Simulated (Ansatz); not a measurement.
# TlBiSe3 (model cell, started as cubic perovskite with Bi in the octahedra): following an unstable mode, part 2 of 3

Which phase does TlBiSe3 (model cell, started as cubic perovskite with Bi in the octahedra) fall into along its unstable mode, and how much energy does it gain?

Ansatz 0.2.0; DFT PBEsol, scalar-relativistic, plane waves, PAW; PAW set soft_1.

So far, highest frequency on the path or at a solved wavevector (cm⁻¹): step 2 (the dispersion) 178. Also lowest frequency on the path (cm⁻¹): step 2 -88.9.

The structure was built from a prototype and need not be the compound's stable phase.

## (4) The mode frozen in, largest atomic shift 0.6 Å

The atoms are moved along the unstable eigenvector, the largest shift by 0.6 Å, with the cell fixed.

Input file input.yaml:

```yaml
crystal:
  lattice:
    - [5.4560481392, 0.0, 0.0]
    - [0.0, 5.4560481392, 0.0]
    - [0.0, 0.0, 10.9120962784]
  atoms:
    - { symbol: Tl, position: [0.0, 0.0, 0.0] }
    - { symbol: Tl, position: [0.0, 0.0, 0.5] }
    - { symbol: Bi, position: [0.5, 0.5, 0.25] }
    - { symbol: Bi, position: [0.5, 0.5, 0.75] }
    - { symbol: Se, position: [0.5, 0.5, 0.0] }
    - { symbol: Se, position: [0.5, 0.5, 0.5] }
    - { symbol: Se, position: [0.5, 0.0, 0.3049848521] }
    - { symbol: Se, position: [0.5, 0.0, 0.6950151479] }
    - { symbol: Se, position: [0.0, 0.5, 0.1950151479] }
    - { symbol: Se, position: [0.0, 0.5, 0.8049848521] }
kpoints:
  mp_grid: { grid: [8, 8, 4] }
hamiltonian:
  xc: pbesol
  pseudopotentials: { kind: paw, azcp: { folder: soft_1 }, xc_functional: pbe }
scf:
  occupations: { method: methfessel_paxton, width: 0.2 }
output:
  forces: true
  stress: true
  eigenvalues: true
```

Started as:

```console
$ ansatz run input.yaml --threads 4 --pin off --max-ram 16384MiB --backend cpu --events-out ev --progress --plain --runs-dir out
```

Numbers of over 12 decimals in the logs are rounded to 6 here.

The log of the run:

```text
[...]
Crystal: 10 atoms, lattice volume = 324.836 Å³
Basis set: ecut = 420 eV, 6369 PW (Γ), exchange–correlation on 80×80×150 points (8 copies of the dense FFT grid, shifted against one another)
Bands: 92, of which v1, the nominal top of the filled ones, is band 76 counted from 1 (75 counted from 0)
Symmetry: 16 space group operations
[...]
k-points: 45 of 256
[...]
k-point 0: bands = [... 72 lower, 5.2904, 5.3083, 5.3083, 5.4538, 5.4538, 6.4896, 7.6276, 8.4959, ... 12 higher]
  k-point 1: bands = [... 72 lower, 5.4448, 5.4507, 5.4507, 5.5033, 5.5033, 6.1590, 8.4433, 8.9119, ... 12 higher]
  k-point 2: bands = [... 72 lower, 5.4574, 5.4574, 5.5635, 5.5635, 5.7773, 5.7773, 9.2015, 9.2015, ... 12 higher]
  k-point 44: bands = [... 72 lower, 5.3703, 5.3703, 6.1426, 6.1426, 6.4832, 6.4832, 7.6810, 7.6810, ... 12 higher]
[key lines of the parts left out:]
SCF converged after 8 iterations
Free energy (F): -79628.684286 eV
Fermi energy:    5.891009 eV
P = ⅓ Tr σ = -0.9507 GPa (-9.507 kbar)
```

Wall time 17 s (4 threads of Arm Neoverse V2, shared host); peak memory 1.4 GiB; 65 s of CPU time.

This step gave:

```yaml
pressure: -0.9507 GPa
energy_from_the_undistorted_cell: -101.0 meV/atom
```

The energy, extrapolated to zero smearing, is -101.03 meV/atom against the undistorted cell.

The run ends at a pressure of -0.95 GPa, with forces up to 0.48 eV/Å.

## (5) Energy along the mode, all amplitudes (two of the runs are shown above)

An imaginary frequency means negative curvature, so the energy should fall and then rise again as anharmonic terms take over.

This step gave:

```yaml
depth_at_the_lowest_point_sampled: 101.0 meV/atom
largest_atomic_shift_at_that_point: 0.6 Å
```

Table of energy from the parent by largest atomic shift:

| largest atomic shift (Å) | energy from the parent (meV/atom) |
| --- | --- |
| 0.000 | 0 |
| 0.040 | -0.703 |
| 0.080 | -2.78 |
| 0.140 | -8.29 |
| 0.220 | -19.4 |
| 0.320 | -37.9 |
| 0.450 | -67.7 |
| 0.600 | -101 |

Displacement at unit largest shift by atom:

| atom | x (Å) | y (Å) | z (Å) | size |
| --- | --- | --- | --- | --- |
| Tl1 | 0.00 | 0.00 | 0.00 | 0.00 |
| Tl2 | 0.00 | 0.00 | 0.00 | 0.00 |
| Bi3 | 0.00 | 0.00 | 0.00 | 0.00 |
| Bi4 | 0.00 | 0.00 | 0.00 | 0.00 |
| Se5 | 0.00 | 0.00 | 0.00 | 0.00 |
| Se6 | 0.00 | 0.00 | 0.00 | 0.00 |
| Se7 | 0.00 | 0.00 | 1.00 | 1.00 |
| Se8 | 0.00 | 0.00 | -1.00 | 1.00 |
| Se9 | 0.00 | 0.00 | -1.00 | 1.00 |
| Se10 | 0.00 | 0.00 | 1.00 | 1.00 |

The lowest of the steps tried is the last one, at 0.6 Å, 101 meV/atom below the parent; the bottom of the well need not coincide with a step.

## (6) Relaxing from the distorted cell

Starting from the lowest point found, all atoms and the cell are let go, so that strain and other modes of the same symmetry can join in.

Edit input.yaml of step 4 so:

```diff
@@ -27 +27,10 @@
   eigenvalues: true
+  write_density: true
+  write_potential: true
+  elf: true
+  volumetric_format: npy
+relax:
+  adjacent_minimum: "off"
+  f_tol: 0.002
+  max_steps: 120
+  cell: { stress_tol: 0.03 }
```

The log of the run:

```text
[...]
Crystal: 10 atoms, lattice volume = 324.836 Å³
Basis set: ecut = 420 eV, 6369 PW (Γ), exchange–correlation on 80×80×150 points (8 copies of the dense FFT grid, shifted against one another)
Bands: 92, of which v1, the nominal top of the filled ones, is band 76 counted from 1 (75 counted from 0)
Symmetry: 16 space group operations
[...]
k-points: 45 of 256
[...]
SCF iter   1: F=—  HF=-79631.078702 eV  |F-HF|=—  |Δ(HF+E_count)|=         —  Δρ=3.12e-2  dr2=6.39e0  ethr=3.10e-3  ⟨swp⟩=7.0  Hψ=16275  notcnv=0  defer=1
[...]
SCF iter   8: F=-79628.684286 eV  HF=-79628.684286 eV  |F-HF|=1.42e-8  |Δ(HF+E_count)|=   1.73e-7  S|Δr|=    0.00e0  Δρ=1.94e-6  dr2=1.66e-8  ethr=6.58e-11  ⟨swp⟩=15.6  Hψ=31029  notcnv=0
SCF 1 converged in 8 iterations: F = -79628.684286 eV  dr2 = 1.66e-8
[...]
relax step   1: F+E_penalty+E_count = -79628.68428565 eV  Δ(F+E_penalty+E_count) = +0.000e0 eV  max|allowed force component| = 4.793e-1 eV/Å  Δτ_max = 0.0000 Å  P = -0.951 GPa  Ω = 324.836 Å³  (8 SCF iters, dr2 threshold 1.00e-7 eV, accepted)
Crystal: 10 atoms, lattice volume = 317.631 Å³
Basis set: ecut = 420 eV, 6173 PW (Γ), exchange–correlation on 80×80×150 points (8 copies of the dense FFT grid, shifted against one another)
[...]
SCF iter   6: F=-79629.202913 eV  HF=-79629.202913 eV  |F-HF|=2.07e-7  |Δ(HF+E_count)|=   1.00e-5  S|Δr|=    0.00e0  Δρ=1.62e-5  dr2=6.70e-7  ethr=6.58e-10  ⟨swp⟩=10.6  Hψ=38035  notcnv=0
SCF 2 converged in 6 iterations: F = -79629.202913 eV  dr2 = 6.70e-7
relax step   2: F+E_penalty+E_count = -79629.20291339 eV  Δ(F+E_penalty+E_count) = -5.186e-1 eV  max|allowed force component| = 3.020e-1 eV/Å  Δτ_max = 0.1950 Å  P = -0.629 GPa  Ω = 317.631 Å³  energy of the carried Pulay correction = +4.315e-4 eV  (6 SCF iters, dr2 threshold 1.00e-6 eV, accepted)
Crystal: 10 atoms, lattice volume = 307.051 Å³
Basis set: ecut = 420 eV, 6063 PW (Γ), exchange–correlation on 80×80×150 points (8 copies of the dense FFT grid, shifted against one another)
[...]
SCF iter   6: F=-79629.499976 eV  HF=-79629.499976 eV  |F-HF|=1.35e-7  |Δ(HF+E_count)|=   7.47e-6  S|Δr|=    0.00e0  Δρ=1.84e-5  dr2=6.29e-7  ethr=6.58e-10  ⟨swp⟩=11.1  Hψ=40585  notcnv=0
SCF 3 converged in 6 iterations: F = -79629.499976 eV  dr2 = 6.29e-7
[...]
relax step   3: F+E_penalty+E_count = -79629.49997570 eV  Δ(F+E_penalty+E_count) = -2.971e-1 eV  max|allowed force component| = 9.862e-2 eV/Å  Δτ_max = 0.1921 Å  P = +0.577 GPa  Ω = 307.051 Å³  energy of the carried Pulay correction = +1.083e-3 eV  (6 SCF iters, dr2 threshold 1.00e-6 eV, accepted)
[... from here on, the SCF cycles and remarks between the steps are left out ...]
relax step   4: F+E_penalty+E_count = -79629.61775215 eV  Δ(F+E_penalty+E_count) = -1.178e-1 eV  max|allowed force component| = 8.625e-2 eV/Å  Δτ_max = 0.1098 Å  P = -0.711 GPa  Ω = 314.888 Å³  energy of the carried Pulay correction = +5.983e-4 eV  (6 SCF iters, dr2 threshold 1.00e-6 eV, accepted)
relax step   5: F+E_penalty+E_count = -79629.64414615 eV  Δ(F+E_penalty+E_count) = -2.639e-2 eV  max|allowed force component| = 8.631e-2 eV/Å  Δτ_max = 0.0122 Å  P = +0.428 GPa  Ω = 306.641 Å³  energy of the carried Pulay correction = +1.109e-3 eV  (6 SCF iters, dr2 threshold 1.00e-6 eV, accepted)
relax step   6: F+E_penalty+E_count = -79629.65065748 eV  Δ(F+E_penalty+E_count) = -6.511e-3 eV  max|allowed force component| = 3.388e-2 eV/Å  Δτ_max = 0.0278 Å  P = +0.166 GPa  Ω = 308.248 Å³  energy of the carried Pulay correction = +1.008e-3 eV  (6 SCF iters, dr2 threshold 4.94e-7 eV, accepted)
relax step   7: F+E_penalty+E_count = -79629.65191363 eV  Δ(F+E_penalty+E_count) = -1.256e-3 eV  max|allowed force component| = 8.479e-3 eV/Å  Δτ_max = 0.0070 Å  P = -0.123 GPa  Ω = 310.291 Å³  energy of the carried Pulay correction = +8.811e-4 eV  (5 SCF iters, dr2 threshold 2.52e-7 eV, accepted)
relax step   8: F+E_penalty+E_count = -79629.65379342 eV  Δ(F+E_penalty+E_count) = -1.880e-3 eV  max|allowed force component| = 4.994e-3 eV/Å  Δτ_max = 0.0110 Å  P = -0.011 GPa  Ω = 309.463 Å³  energy of the carried Pulay correction = +9.325e-4 eV  (6 SCF iters, dr2 threshold 5.90e-8 eV, accepted)
relax step   9: F+E_penalty+E_count = -79629.65443581 eV  Δ(F+E_penalty+E_count) = -6.424e-4 eV  max|allowed force component| = 1.249e-3 eV/Å  Δτ_max = 0.0099 Å  P = +0.019 GPa  Ω = 309.221 Å³  energy of the carried Pulay correction = +9.475e-4 eV  (7 SCF iters, dr2 threshold 1.56e-9 eV, accepted)
relax step  10: F+E_penalty+E_count = -79629.65461450 eV  Δ(F+E_penalty+E_count) = -1.787e-4 eV  max|allowed force component| = 5.107e-4 eV/Å  Δτ_max = 0.0042 Å  P = +0.003 GPa  Ω = 309.317 Å³  energy of the carried Pulay correction = +9.415e-4 eV  (6 SCF iters, dr2 threshold 3.82e-9 eV, accepted)
relax step  11: F+E_penalty+E_count = -79629.65468202 eV  Δ(F+E_penalty+E_count) = -6.752e-5 eV  max|allowed force component| = 4.593e-4 eV/Å  Δτ_max = 0.0053 Å  P = -0.001 GPa  Ω = 309.321 Å³  energy of the carried Pulay correction = +9.413e-4 eV  (9 SCF iters, accepted)
relax step  12: F+E_penalty+E_count = -79629.65886581 eV  Δ(F+E_penalty+E_count) = -4.184e-3 eV  max|allowed force component| = 4.523e-4 eV/Å  Δτ_max = 0.0000 Å  P = +0.031 GPa  Ω = 309.321 Å³  stress off target by 9.80e-2 GPa  SCF on the basis re-selected at this cell (its energy is not comparable with the rows above)  (8 SCF iters)
relax step  13: F+E_penalty+E_count = -79629.66339448 eV  Δ(F+E_penalty+E_count) = -4.529e-3 eV  max|allowed force component| = 8.107e-3 eV/Å  Δτ_max = 0.0310 Å  P = +0.101 GPa  Ω = 308.940 Å³  energy of the carried Pulay correction = +1.892e-5 eV  (7 SCF iters, dr2 threshold 2.40e-8 eV, accepted)
relax step  14: F+E_penalty+E_count = -79629.66333664 eV  Δ(F+E_penalty+E_count) = +5.784e-5 eV  max|allowed force component| = 1.754e-2 eV/Å  Δτ_max = 0.0076 Å  P = -0.060 GPa  Ω = 310.059 Å³  energy of the carried Pulay correction = -5.660e-5 eV  (6 SCF iters, dr2 threshold 4.04e-8 eV, accepted)
relax step  15: F+E_penalty+E_count = -79629.66281440 eV  Δ(F+E_penalty+E_count) = +5.222e-4 eV  max|allowed force component| = 4.191e-2 eV/Å  Δτ_max = 0.0130 Å  P = -0.002 GPa  Ω = 309.754 Å³  energy of the carried Pulay correction = -3.610e-5 eV  (7 SCF iters, dr2 threshold 1.92e-8 eV, rejected (line search))
relax step  16: F+E_penalty+E_count = -79629.66361794 eV  Δ(F+E_penalty+E_count) = -2.813e-4 eV  max|allowed force component| = 8.754e-4 eV/Å  Δτ_max = 0.0039 Å  P = -0.011 GPa  Ω = 309.744 Å³  energy of the carried Pulay correction = -3.562e-5 eV  (8 SCF iters, accepted)
relax step  17: F+E_penalty+E_count = -79629.66365680 eV  Δ(F+E_penalty+E_count) = -3.886e-5 eV  max|allowed force component| = 8.472e-4 eV/Å  Δτ_max = 0.0038 Å  P = -0.026 GPa  Ω = 309.843 Å³  energy of the carried Pulay correction = -4.122e-5 eV  (8 SCF iters, accepted)
[...]
SCF iter   8: F=-79629.663721 eV  HF=-79629.663721 eV  |F-HF|=1.46e-11  |Δ(HF+E_count)|=  1.46e-11  S|Δr|=    0.00e0  Δρ=2.31e-8  dr2=3.61e-12  ethr=1.00e-12  ⟨swp⟩=6.2  Hψ=18773  notcnv=0
SCF 18 converged in 8 iterations: F = -79629.663721 eV  dr2 = 3.61e-12
relax step  18: F+E_penalty+E_count = -79629.66372052 eV  Δ(F+E_penalty+E_count) = -6.371e-5 eV  max|allowed force component| = 8.678e-4 eV/Å  Δτ_max = 0.0000 Å  P = -0.027 GPa  Ω = 309.843 Å³  stress off target by 2.93e-2 GPa  SCF on the basis re-selected at this cell (its energy is not comparable with the rows above)  (8 SCF iters)
[...]
SCF converged after 8 iterations
[...]
Free energy (F): -79629.663721 eV
[...]
Internal energy: -79629.651442 eV  (E = F + TS)
E sigma→0 (E₀):  -79629.660651 eV
Entropy (-TS):   -0.012278 eV (-1.228 meV/atom)
Fermi energy:    6.996015 eV
[...]
--- Forces (eV/Å), atoms counted from 1 ---
  atom   1  Tl     0.00000000     0.00000000     0.00000000
  atom   2  Tl     0.00000000     0.00000000     0.00000000
  atom   3  Bi     0.00000000     0.00000000     0.00000000
  atom   4  Bi     0.00000000     0.00000000    -0.00000000
  atom   5  Se     0.00000000     0.00000000     0.00000000
  atom   6  Se    -0.00000000     0.00000000     0.00000000
  atom   7  Se     0.00000000     0.00000000     0.00086784
  atom   8  Se     0.00000000     0.00000000    -0.00086784
  atom   9  Se     0.00000000     0.00000000    -0.00086784
  atom  10  Se     0.00000000     0.00000000     0.00086784
  max |Σ_I F_I| component: 1.63e-16 eV/Å
--- Stress (GPa, compression-positive) ---
       -0.029312       0.000000       0.000000
        0.000000      -0.029312       0.000000
        0.000000       0.000000      -0.021165
  P = ⅓ Tr σ = -0.0266 GPa (-0.266 kbar)
--- Band table (eV; the first three rows and the last of 45) ---
  k-point 0: bands = [... 72 lower, 5.8006, 5.8208, 5.8448, 6.6222, 6.6222, 6.8050, 7.4320, 9.2476, ... 12 higher]
  k-point 1: bands = [... 72 lower, 5.9865, 6.1081, 6.1081, 6.5732, 6.5930, 6.5930, 7.8365, 9.1995, ... 12 higher]
  k-point 2: bands = [... 72 lower, 6.2591, 6.2591, 6.3236, 6.3236, 6.5302, 6.5302, 8.5517, 8.5517, ... 12 higher]
  k-point 44: bands = [... 72 lower, 6.4321, 6.4321, 6.8927, 6.8927, 7.9388, 7.9388, 9.3920, 9.3920, ... 12 higher]
--- Relaxed structure (16 steps of the walk, 15 accepted, 2 SCFs on fresh bases) ---
  F+E_penalty+E_count = -79629.66372052 eV   max|allowed force component| = 8.678e-4 eV/Å   (the final SCF, on the basis selected at the relaxed cell)
  cell:  # Å, volume = 309.8431 Å³
    - [4.888960, 0, 0.0]
    - [0, 4.888960, 0.0]
    - [0.0, 0.0, 12.963098]
  atoms:
    - { symbol: Tl, position: [0, 0, 3.855083681373612e-19] }
    - { symbol: Tl, position: [0, 0, 0.500000] }
    - { symbol: Bi, position: [0.500000, 0.500000, 0.250000] }
    - { symbol: Bi, position: [0.500000, 0.500000, 0.750000] }
    - { symbol: Se, position: [0.500000, 0.500000, 3.855083681373612e-19] }
    - { symbol: Se, position: [0.500000, 0.500000, 0.500000] }
    - { symbol: Se, position: [0.500000, 0, 0.356933] }
    - { symbol: Se, position: [0.500000, 0, 0.643067] }
    - { symbol: Se, position: [0, 0.500000, 0.143067] }
    - { symbol: Se, position: [0, 0.500000, 0.856933] }
```

Run time: 6.8 min. Hardware: 4 threads; peak memory 1.5 GiB; 27 min of CPU time.

Relaxation path:

| step | energy less that of the first step (eV) | largest force component (eV/Å) | pressure (GPa) | volume (Å³) |
| --- | --- | --- | --- | --- |
| 1 | 0.0000 | 0.4793 | -0.95 | 324.84 |
| 2 | -0.5186 | 0.3020 | -0.63 | 317.63 |
| 3 | -0.8157 | 0.0986 | 0.58 | 307.05 |
| 4 | -0.9335 | 0.0863 | -0.71 | 314.89 |
| 5 | -0.9599 | 0.0863 | 0.43 | 306.64 |
| 6 | -0.9664 | 0.0339 | 0.17 | 308.25 |
| 7 | -0.9676 | 0.0085 | -0.12 | 310.29 |
| 8 | -0.9695 | 0.0050 | -0.01 | 309.46 |
| 9 | -0.9701 | 0.0012 | 0.02 | 309.22 |
| 10 | -0.9703 | 0.0005 | 0.00 | 309.32 |
| 11 | -0.9704 | 0.0005 | 0.00 | 309.32 |
| 12* | -0.9746 | 0.0005 | 0.03 | 309.32 |
| 13 | -0.9791 | 0.0081 | 0.10 | 308.94 |
| 14 | -0.9791 | 0.0175 | -0.06 | 310.06 |
| 15 | -0.9785 | 0.0419 | 0.00 | 309.75 |
| 16 | -0.9793 | 0.0009 | -0.01 | 309.74 |
| 17 | -0.9794 | 0.0008 | -0.03 | 309.84 |
| 18* | -0.9794 | 0.0009 | -0.03 | 309.84 |

Relaxation steps marked * repeat the geometry before them on a plane-wave basis chosen anew for their cell, so energy and pressure can jump there. Relaxation step 15 was tried and not accepted.

Forces are held to the 16 operations that the run works with; a distortion that breaks them can't arise in this run.

| cell as run | before | after | change |
| --- | --- | --- | --- |
| a (Å) | 5.456 | 4.889 | -10.4 % |
| b (Å) | 5.456 | 4.889 | -10.4 % |
| c (Å) | 10.912 | 12.963 | +18.8 % |
| volume (Å³/atom) | 32.48 | 30.98 | -4.6 % |

The atoms that moved most (Å, as changes of fractional coordinates times the final cell):

| atom | dx | dy | dz | length |
| --- | --- | --- | --- | --- |
| Se10 | 0.000 | 0.000 | 0.673 | 0.673 |
| Se9 | 0.000 | 0.000 | -0.673 | 0.673 |
| Se8 | 0.000 | 0.000 | -0.673 | 0.673 |
| Se7 | 0.000 | 0.000 | 0.673 | 0.673 |

Numbers from this step:

| Quantity | Value |
| --- | --- |
| pressure | -0.02660 GPa |
| volume per atom | 30.98 Å³ |

Valence density in the ac plane at fractional y = 0.500, with atoms of Bi and Se within 0.2 Å of it. It is the smooth field of the valence electrons, not physical close to the nuclei.

Ten steps, logarithmic in the rise over the least value, from '_' (0 e/Å³) to '@' (37 e/Å³), each cell a mean:
```
________..--##%%++::..______
::....__....::::....__....::
##++::..______________..--**
@@**::............__....==%%
==--......::====--::....::--
........::==****++--........
________::==++**++--..______
__________..::--::..________
____________________________
____________......__________
________..::----::..________
________..==%%@@**::..______
________..--##%%++::..______
__________..::::....________
____________________________
____________......__________
________..::====--::________
______..::==****++--..______
........::==++**++--........
**==::....::::--::......--++
@@**::..____________....==%%
++--....____......____..::==
....____..::--==::....__....
________..==%%@@**::..______
```
Columns run along a (4.9 Å), rows up along c (13.0 Å). Atoms in or near the plane, at fractional coordinates: Bi at (0.50, 0.25), Bi at (0.50, 0.75), Se at (0.50, 0.00), Se at (0.50, 0.50), Se at (0.00, 0.14), Se at (0.00, 0.86).

Electrostatic potential energy in the ac plane at fractional y = 0.500, with atoms of Bi and Se within 0.2 Å of it. With pseudopotentials it is smooth inside the atoms' cores, unlike the true potential.

Ten even steps from '_' (-45 eV) to '@' (12 eV), each cell a mean:
```
@@@@@@@@%%**##%%****%%@@@@@@
####%%@@@@%%######%%@@@@%%##
%%****%%@@@@@@@@@@@@@@##**##
@@##**%%@@%%%%%%%%%%%%##**@@
****##%%##==::::--**%%%%****
%%@@@@%%++..______::##%%@@%%
@@@@@@%%**..______--##@@@@@@
@@@@@@@@%%**++==++##%%@@@@@@
@@@@@@@@@@@@%%%%@@@@@@@@@@@@
@@@@@@@@@@@@@@%%@@@@@@@@@@@@
@@@@@@@@@@##******%%@@@@@@@@
@@@@@@@@##**@@@@##**%%@@@@@@
@@@@@@@@%%**##%%##**@@@@@@@@
@@@@@@@@@@%%##**##%%@@@@@@@@
@@@@@@@@@@@@@@@@@@@@@@@@@@@@
@@@@@@@@@@%%%%##%%%%@@@@@@@@
@@@@@@@@##==::::--**%%@@@@@@
@@@@@@%%++..______::##@@@@@@
##%%%%%%**::______--##%%%%##
##****%%%%**====++##%%##**##
@@%%**%%@@@@%%%%@@@@@@##**@@
****##@@@@@@%%%%@@@@@@%%****
%%%%@@@@%%##******%%@@@@@@%%
@@@@@@@@##**@@@@##**%%@@@@@@
```
Columns run along a (4.9 Å; values clipped at the 3rd and 97th percentile), rows up along c (13.0 Å). Atoms in or near the plane, at fractional coordinates: Bi at (0.50, 0.25), Bi at (0.50, 0.75), Se at (0.50, 0.00), Se at (0.50, 0.50), Se at (0.00, 0.14), Se at (0.00, 0.86).

ELF in the ac plane at fractional y = 0.500, with atoms of Bi and Se within 0.2 Å of it. It is the smooth field of the valence electrons, not physical close to the nuclei.

Ten even steps from '0' (0.01) to '9' (0.85), each cell a mean:
```
32247854686223
88534778763468
57752234323676
25763333334773
78854443444688
76544311244467
22235422254322
00124444443100
00001223221000
00124555543100
00378987898520
01599842699730
01489954799730
00257888887410
00012334332100
00012333321000
00134443454210
44344311244334
87644322244578
57864444434786
15763222224773
78742456533688
76435877874357
11148732586311
```
Columns run along a (4.9 Å), rows up along c (13.0 Å). Atoms in or near the plane, at fractional coordinates: Bi at (0.50, 0.25), Bi at (0.50, 0.75), Se at (0.50, 0.00), Se at (0.50, 0.50), Se at (0.00, 0.14), Se at (0.00, 0.86).

The distorted start has space group P4_2/mmc; the relaxation ends in P4_2/mmc.

(Continued in part 3 of 3.)

[Logs are printed without paths, hosts, clocks, repeated set-up lines and the standing remarks that a program may print on its own settings, such as how far it seeks lower states.]

[Hosts, paths, dates, database ids (printed as entryN), source tags and the programs' standing remarks are cut or masked in the printed files.]
